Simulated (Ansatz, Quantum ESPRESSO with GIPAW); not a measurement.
# C_Q, η_Q and the second-order shift of 11B in BN

The database entry behind the starting cell differs from later determinations by our own check (about 0.3 % short, minor phase), so it need not match the best structure at ambient conditions.

A plane-wave PAW calculation (PBE, Ansatz) gives this electric field gradient, in 10²¹ V/m² and Cartesian axes, at one B site of BN (atom 3; BN3; site symmetry -6m2):

```
     -1.4156        0.0000        0.0000
      0.0000       -1.4156        0.0000
      0.0000        0.0000        2.8313
```

11B has spin 3/2, Q = 0.04059 barn and |γ|/2π = 13.6630 MHz/T. The cell is the P6_3/mmc form of a database entry, static and at 0 K. 

**Task.** Find C_Q, η_Q and ν_Q, and the shift and width of the central transition under fast MAS at 11.7 T and 20 T.

1. The tensor is symmetric and traceless. Its eigenvalues, ordered by size, are V_xx = -1.4156, V_yy = -1.4156 and V_zz = 2.8313.

2. η_Q = (V_xx − V_yy)/V_zz = 0.000.

3. C_Q = eQV_zz/h. One unit of 10²¹ V/m² with one barn gives 24.18 MHz, so C_Q = 24.18 × 0.04059 × 2.8313 = 2.779 MHz. A spectrum shows its size, not its sign.

4. ν_Q = 3C_Q/[2I(2I−1)] = 1.389 MHz in size, and P_Q = |C_Q|√(1 + η²/3) = 2.779 MHz.

5. The resonances lie at ν0 = 159.86 and 273.26 MHz, so ν_Q/ν0 is 0.009 at most and second order holds. The centre of gravity moves by δ_Q = −(3/40)(P_Q/ν0)² F × 10⁶ ppm, with F = [I(I+1) − 3/4]/[I²(2I−1)²] = 0.3333: -7.55 ppm at 11.7 T and -2.59 ppm at 20 T.

6. Summing the second-order term over orientations gives a full width of 16.2 ppm (2.6 kHz) and 5.54 ppm (1.5 kHz). In ppm both fall as 1/B²: (11.7/20)² = 0.342. The spinning rate must pass the static width for this shape to show cleanly.

[Banner, clock, file and message-heading lines were taken out of the pw.x and gipaw.x logs.]

[Logs are printed without paths, hosts, clocks, repeated set-up lines and the standing remarks that a program may print on its own settings, such as how far it seeks lower states.]

[Hosts, paths, dates, database ids (printed as entryN), source tags and the programs' standing remarks are cut or masked in the printed files.]
